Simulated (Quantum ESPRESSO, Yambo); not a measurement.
# BaTiO3 (P4mm): G0W0 in Yambo against the screening cutoff

Aim: move the screening cutoff of a G0W0 run on BaTiO3 (P4mm) over a wide range.

Method: PBE and many-body steps on it, plane waves, in Yambo 5.3.0.

The database entry behind the starting cell differs from later determinations by our own check (c/a about 0.6 % short), so it need not match the best structure at ambient conditions.

## 1. Starting point

The structure is tetragonal, space group P4mm (No. 99). Conventional cell: a = 4.000 Å, b = 4.000 Å, c = 4.018 Å, α = 90.00°, β = 90.00°, γ = 90.00°. Nearest to Ba lie 12 O at 2.79 to 2.88 Å. Nearest to Ti lie 6 O at 1.84 to 2.18 Å. Nearest to O lie 2 Ti at 1.84 to 2.18 Å and 4 Ba at 2.83 Å. O has 2 Ti at 2.00 Å and 4 Ba at 2.79 to 2.88 Å nearest. Farther neighbours and most contacts between anions are not listed.

Structure file:

```xyz
5
Lattice="3.9998 0.0000 0.0000 0.0000 3.9998 0.0000 0.0000 0.0000 4.0180" Properties=species:S:1:pos:R:3 pbc="T T T"
Ba    0.0000    0.0000   -0.0005
Ti    1.9999    1.9999    1.9452
O     1.9999    1.9999    0.1038
O     1.9999    0.0000    2.0756
O     0.0000    1.9999    2.0756
```

Geometry: measured (diffraction); atoms relaxed with PBE. The runs that relaxed it are not among those shown. Spin-orbit coupling is left out unless a step names it.

## 2. 2 Ha

This step: Yambo 5.3.0; G0W0 on PBE, plane waves, norm-conserving pseudopotentials.

Now the one-shot GW correction: screening in the RPA, then the self-energy of the levels asked for.

gw7.in

```
HF_and_locXC
gw0
dyson
ppa
em1d
rim_cut
RandQpts= 1000000
RandGvec= 1 RL
EXXRLvcs= 76 Ry
VXCRLvcs= 304 Ry
Chimod= "HARTREE"
% BndsRnXp
 1 | 87 |
%
NGsBlkXp= 4 Ry
% LongDrXp
 1 | 1 | 1 |
%
% GbndRnge
 1 | 87 |
%
DysSolver= "n"
ExtendOut
PPAPntXp= 27.21138 eV
% QPkrange
 18 | 18 | 19 | 22 |
 1 | 1 | 19 | 22 |
%
```

Launch:

```sh
$ OMP_NUM_THREADS=1 mpirun -n 8 yambo -F gw7.in -J gw7 -C gw7 > gw7.log
```

The log of the run:

```text
 Yambo, version 5.3.0

 [02] CORE Variables Setup
 =========================

  [... cell, symmetries and grids as in the set-up ...]

  [02.05] Energies & Occupations
  ==============================

  [X] === General ===
  [X] Electronic Temperature                        :  0.000000  0.000000 [eV K]
  [X] Bosonic    Temperature                        :  0.000000  0.000000 [eV K]
  [X] Finite Temperature mode                       : no
  [X] El. density                                   :  0.62226E+24 [cm-3]
  [X] Fermi Level                                   :  10.43131 [eV]

  [X] === Gaps and Widths ===
  [X] Conduction Band Min                           :  1.850205 [eV]
  [X] Valence Band Max                              :  0.000000 [eV]
  [X] Filled Bands                                  :  20
  [X] Empty Bands                                   :   21  288
  [X] Direct Gap                                    :  2.204932 [eV]
  [X] Direct Gap localized at k                     :  1
  [X] Indirect Gap                                  :  1.850205 [eV]
  [X] Indirect Gap between kpts                     :  18   1
  [X] Last valence band width                       :  0.943506 [eV]
  [X] 1st conduction band width                     :  2.378868 [eV]

 [03] Transferred momenta grid and indexing
 ==========================================

 IBZ Q-points                                      :  18
 BZ  Q-points                                      :   64

 K/Q-points units:
 rlu = crystal or reduced units; cc = cartesian coordinates; iku = interal k-units

 Q [ 1]         [rlu]:  0.000000  0.000000  0.000000
 Q [ 2]         [rlu]:  0.000000  0.000000  0.250000
 Q [ 3]         [rlu]:  0.000000  0.000000 -0.500000
 Q [ 4]         [rlu]:  0.000000  0.250000  0.000000
 Q [ 5]         [rlu]:  0.000000  0.250000  0.250000
 Q [ 6]         [rlu]:  0.000000  0.250000 -0.500000
 Q [ 7]         [rlu]:  0.000000 -0.500000  0.000000
 Q [ 8]         [rlu]:  0.000000 -0.500000  0.250000
 Q [ 9]         [rlu]:  0.000000 -0.500000 -0.500000
 Q [10]         [rlu]:  0.250000  0.250000  0.000000
     [... 6 further rows ...]
 Q [17]         [rlu]: -0.500000 -0.500000  0.250000
 Q [18]         [rlu]: -0.500000 -0.500000 -0.500000

 [04] Coloumb potential Random Integration (RIM)
 ===============================================

  [04.01] RIM initialization
  ==========================

  * Diagonal components only detected *

  8 x (sBL volume)        :  0.071477 [a.u.]
  sBZ random points       :  1000000
  Points outside the sBZ  :   7992674
  RL volume               :  0.571816 [a.u.]
  Integrated volume       :  0.572340 [a.u.]

  [04.02] RIM integrals
  =====================

  Gamma point sphere radius             :  0.075279 [a.u.]
  Points outside the sphere             :   799805
  [Int_sBZ(q=0) 1/q^2]*(Vol_sBZ)^(-1/3) =:  7.678263
                                 should be <:  7.795600

  Summary of Coulomb integrals for non-metallic bands |Q|[au] RIM/Bare

  Q [1] 0.100000E-4 0.984948 * Q [2] 0.206876 1.047531
  Q [4] 0.207818 1.051805 * Q [5] 0.293234 1.049190
  Q [10] 0.293899 1.050618 * Q [11] 0.359408 1.035725
  Q [3] 0.413753 1.019729 * Q [7] 0.415636 1.019337
  Q [6] 0.463012 1.018201 * Q [8] 0.464275 1.017296
  Q [13] 0.464695 1.017702 * Q [12] 0.507512 1.016101
  Q [14] 0.508664 1.015336 * Q [9] 0.586468 1.011933
  Q [16] 0.587797 1.011712 * Q [15] 0.622200 1.010847
  Q [17] 0.623140 1.010401 * Q [18] 0.718817 1.008389

 [WARNING] [Xp] User bands 1-87 break level degeneracy

 [05] Dipoles
 ============

  [05.01] Setup: observables and procedures
  =========================================

  [WARNING] [x,Vnl] slows the Dipoles computation. To neglect it rename the ns.kb_pp file

 [06] Dynamic Dielectric Matrix (PPA)
 ====================================

 [SLK-Inversion]  Pools        :  2
 [SLK-Inversion]  BLACS grid   :  2  2

 [WR./gw7//ndb.pp]---------------------------------------------------------------
[...]
X matrix size                                    :   65
  X band range                                     :    1   87
  X e/h energy range                               : -1.000000 -1.000000 [eV]
  X Time ordering                                  : R
  X Hxc Kernel                                     : HARTREE
  X Drude frequency                                :  0.000000  0.000000
  X poles                                          :  100.0000 [o/o]
  RL vectors in the sum                            :   5983
  [r,Vnl] included                                 : yes
  Field direction                                  :  0.577350E-5  0.577350E-5  0.577350E-5
  BZ energy Double Grid                            : no
  BZ energy DbGd points                            : 0
  BZ Q point size factor                           : -1.000000
  X Optical Averaged directions                    : none

 [07] Local Exchange-Correlation + Non-Local Fock
 ================================================

 [VXC] Plane waves :   38811
 [EXS] Plane waves :   4945

 QP @ state[ 1 ] K range:  1  1
 QP @ state[ 1 ] b range:  19  22
 QP @ state[ 2 ] K range:  18  18
 QP @ state[ 2 ] b range:  19  22

 [xc] Functional : Perdew, Burke & Ernzerhof(X)+Perdew, Burke & Ernzerhof(C)
 [xc] LIBXC used to calculate xc functional
  PP Number of Atomic Species                      :  3
  NLCC RL compoments                               :   38811
  PP Number of Atomic Species                      :  3
  NLCC RL compoments                               :   38811

 [xc] E_xc :  -21.67308 [Ha]
      E_xc :  -43.34616 [Ry]

  Local XC kind (lXC) : Perdew, Burke & Ernzerhof(X)+Perdew, Burke & Ernzerhof(C)
  Non-Local XC kind (nlXC) : Hartree-Fock

  Corrections @ K [1] :  [eV]
 <19|nlXC|19> = -24.42561 -0.24050E-17 <19|lXC|19> = -20.00122 -0.28323E-15
 <20|nlXC|20> = -24.42567  0.52317E-17 <20|lXC|20> = -20.00122  0.94408E-16
 <21|nlXC|21> = -11.39148  0.25876E-18 <21|lXC|21> = -18.77100  0.000000
 <22|nlXC|22> = -12.08402  0.25420E-17 <22|lXC|22> = -19.06976 -0.18882E-15

  Corrections @ K [18] :  [eV]
 <19|nlXC|19> = -24.90128 -0.64496E-17 <19|lXC|19> = -19.95988 -0.75527E-15
 <20|nlXC|20> = -24.94196 -0.10789E-17 <20|lXC|20> = -19.98796  0.18882E-15
 <21|nlXC|21> = -13.10356 -0.41067E-18 <21|lXC|21> = -21.85309 -0.11329E-14
 <22|nlXC|22> = -13.22406  0.28686E-18 <22|lXC|22> = -21.87102  0.18882E-15

  [07.01] Hartree-Fock occupations report
  =======================================

  [Hartree-Fock] === General ===
  [Hartree-Fock] Electronic Temperature             :  0.000000  0.000000 [eV K]
  [Hartree-Fock] Bosonic    Temperature             :  0.000000  0.000000 [eV K]
  [Hartree-Fock] Finite Temperature mode            : no
  [Hartree-Fock] El. density                        :  0.62226E+24 [cm-3]
  [Hartree-Fock] Fermi Level                        :  10.43131 [eV]

  [Hartree-Fock] === Gaps and Widths ===
  [Hartree-Fock] Conduction Band Min                :  1.924932 [eV]
  [Hartree-Fock] Valence Band Max                   : -0.036874 [eV]
  [Hartree-Fock] Filled Bands                       :  20
  [Hartree-Fock] Empty Bands                        :   21  288
  [Hartree-Fock] Direct Gap                         :  2.461320 [eV]
  [Hartree-Fock] Direct Gap localized at k          :  2
  [Hartree-Fock] Indirect Gap                       :  1.961806 [eV]
  [Hartree-Fock] Indirect Gap between kpts          :  17   2
  [Hartree-Fock] Last valence band width            :  4.917121 [eV]
  [Hartree-Fock] 1st conduction band width          :  11.05368 [eV]

 [08] Dyson equation: Newton solver
 ==================================

  [08.01] G0W0 (W PPA)
  ====================

  [  GW  ] Bands range     :    1   87
  [GW/PPA] G damping       :  0.100000 [eV]

  QP @ state[ 1 ] K range:  1  1
  QP @ state[ 1 ] b range:  19  22
  QP @ state[ 2 ] K range:  18  18
  QP @ state[ 2 ] b range:  19  22

   Sc/G bands                                       :    1   87
   Sc/G damping                                     :  0.100000 ev
   Sc bands terminator                              : no
   Sx RL components                                 :   4945

   QP @ state[ 1 ] K range                          :  1  1
   QP @ state[ 1 ] b range                          :  19  22
   QP @ state[ 2 ] K range                          :  18  18
   QP @ state[ 2 ] b range                          :  19  22
   GF energies kind                                 : Perdew, Burke & Ernzerhof(X)+Perdew, Burke & Ernzerhof(C)
   GF WF`s kind                                     : Perdew, Burke & Ernzerhof(X)+Perdew, Burke & Ernzerhof(C)
   Xs energies kind                                 : Perdew, Burke & Ernzerhof(X)+Perdew, Burke & Ernzerhof(C)
   Xs WF`s kind                                     : Perdew, Burke & Ernzerhof(X)+Perdew, Burke & Ernzerhof(C)

 [11] Game Over & Game summary
```

Elapsed: 48 s, on 8 MPI ranks of Arm Neoverse V2, shared host; peak memory 4.3 GiB.

Numbers from this step:

```yaml
g0w0_gap_on_the_points_computed: 3.427 eV
starting_gap_on_the_mesh: 1.850 eV
k_of_the_valence_top: -0.5, -0.5, -0.5
k_of_the_conduction_bottom: 0, 0, 0
least_direct_g0w0_gap_on_the_computed_points: 3.781 eV
z_at_the_valence_top: 0.7747
z_at_the_conduction_bottom: 0.7844
```

The gap on the mesh goes from 1.85 eV to 3.43 eV, a correction of +1.58 eV.

## 3. 3 Ha

gw8.in, as its differences from gw7.in of step 2:

```diff
@@ -14,3 +14,3 @@
 %
-NGsBlkXp= 4 Ry
+NGsBlkXp= 6 Ry
 % LongDrXp
```

Launch:

```sh
$ OMP_NUM_THREADS=1 mpirun -n 8 yambo -F gw8.in -J gw8 -C gw8 > gw8.log
```

The log of the run:

```text
 Yambo, version 5.3.0

 [02] CORE Variables Setup
 =========================

  [... cell, symmetries and grids as in the set-up ...]

  [02.05] Energies & Occupations
  ==============================

  [X] === General ===
  [X] Electronic Temperature                        :  0.000000  0.000000 [eV K]
  [X] Bosonic    Temperature                        :  0.000000  0.000000 [eV K]
  [X] Finite Temperature mode                       : no
  [X] El. density                                   :  0.62226E+24 [cm-3]
  [X] Fermi Level                                   :  10.43131 [eV]

  [X] === Gaps and Widths ===
  [X] Conduction Band Min                           :  1.850205 [eV]
  [X] Valence Band Max                              :  0.000000 [eV]
  [X] Filled Bands                                  :  20
  [X] Empty Bands                                   :   21  288
  [X] Direct Gap                                    :  2.204932 [eV]
  [X] Direct Gap localized at k                     :  1
  [X] Indirect Gap                                  :  1.850205 [eV]
  [X] Indirect Gap between kpts                     :  18   1
  [X] Last valence band width                       :  0.943506 [eV]
  [X] 1st conduction band width                     :  2.378868 [eV]

 [03] Transferred momenta grid and indexing
 ==========================================

 IBZ Q-points                                      :  18
 BZ  Q-points                                      :   64

 K/Q-points units:
 rlu = crystal or reduced units; cc = cartesian coordinates; iku = interal k-units

 Q [ 1]         [rlu]:  0.000000  0.000000  0.000000
 Q [ 2]         [rlu]:  0.000000  0.000000  0.250000
 Q [ 3]         [rlu]:  0.000000  0.000000 -0.500000
[...]
[Hartree-Fock] El. density                        :  0.62226E+24 [cm-3]
  [Hartree-Fock] Fermi Level                        :  10.43131 [eV]

  [Hartree-Fock] === Gaps and Widths ===
  [Hartree-Fock] Conduction Band Min                :  1.924932 [eV]
  [Hartree-Fock] Valence Band Max                   : -0.036874 [eV]
  [Hartree-Fock] Filled Bands                       :  20
  [Hartree-Fock] Empty Bands                        :   21  288
  [Hartree-Fock] Direct Gap                         :  2.461320 [eV]
  [Hartree-Fock] Direct Gap localized at k          :  2
  [Hartree-Fock] Indirect Gap                       :  1.961806 [eV]
  [Hartree-Fock] Indirect Gap between kpts          :  17   2
  [Hartree-Fock] Last valence band width            :  4.917121 [eV]
  [Hartree-Fock] 1st conduction band width          :  11.05368 [eV]

 [08] Dyson equation: Newton solver
 ==================================

  [08.01] G0W0 (W PPA)
  ====================

  [  GW  ] Bands range     :    1   87
  [GW/PPA] G damping       :  0.100000 [eV]

  QP @ state[ 1 ] K range:  1  1
  QP @ state[ 1 ] b range:  19  22
  QP @ state[ 2 ] K range:  18  18
  QP @ state[ 2 ] b range:  19  22

   Sc/G bands                                       :    1   87
   Sc/G damping                                     :  0.100000 ev
   Sc bands terminator                              : no
   Sx RL components                                 :   4945

   QP @ state[ 1 ] K range                          :  1  1
   QP @ state[ 1 ] b range                          :  19  22
   QP @ state[ 2 ] K range                          :  18  18
   QP @ state[ 2 ] b range                          :  19  22
   GF energies kind                                 : Perdew, Burke & Ernzerhof(X)+Perdew, Burke & Ernzerhof(C)
   GF WF`s kind                                     : Perdew, Burke & Ernzerhof(X)+Perdew, Burke & Ernzerhof(C)
   Xs energies kind                                 : Perdew, Burke & Ernzerhof(X)+Perdew, Burke & Ernzerhof(C)
   Xs WF`s kind                                     : Perdew, Burke & Ernzerhof(X)+Perdew, Burke & Ernzerhof(C)

 [11] Game Over & Game summary
```

It took 51 s on 8 MPI ranks; peak memory 4.3 GiB; 6.7 min of CPU time.

This step gave:

| Quantity | Value |
| --- | --- |
| G0W0 gap on the points computed | 3.361 eV |
| starting gap on the mesh | 1.850 eV |
| k of the valence top | -0.5, -0.5, -0.5 |
| k of the conduction bottom | 0, 0, 0 |
| least direct G0W0 gap on the computed points | 3.715 eV |
| Z at the valence top | 0.7702 |
| Z at the conduction bottom | 0.7816 |

Against the run before, the gap moves by −0.067 eV.

(Continued in part 2 of 2.)

[Paths, hosts, dates, memory and timing lines, banners, echoed tables and standing remarks are left out of the program output.]

[Logs are printed without paths, hosts, clocks, repeated set-up lines and the standing remarks that a program may print on its own settings, such as how far it seeks lower states.]

[Runs of the session that timed out or met a known fault of the program may be left out.]

[Hosts, paths, dates, database ids (printed as entryN), source tags and the programs' standing remarks are cut or masked in the printed files.]
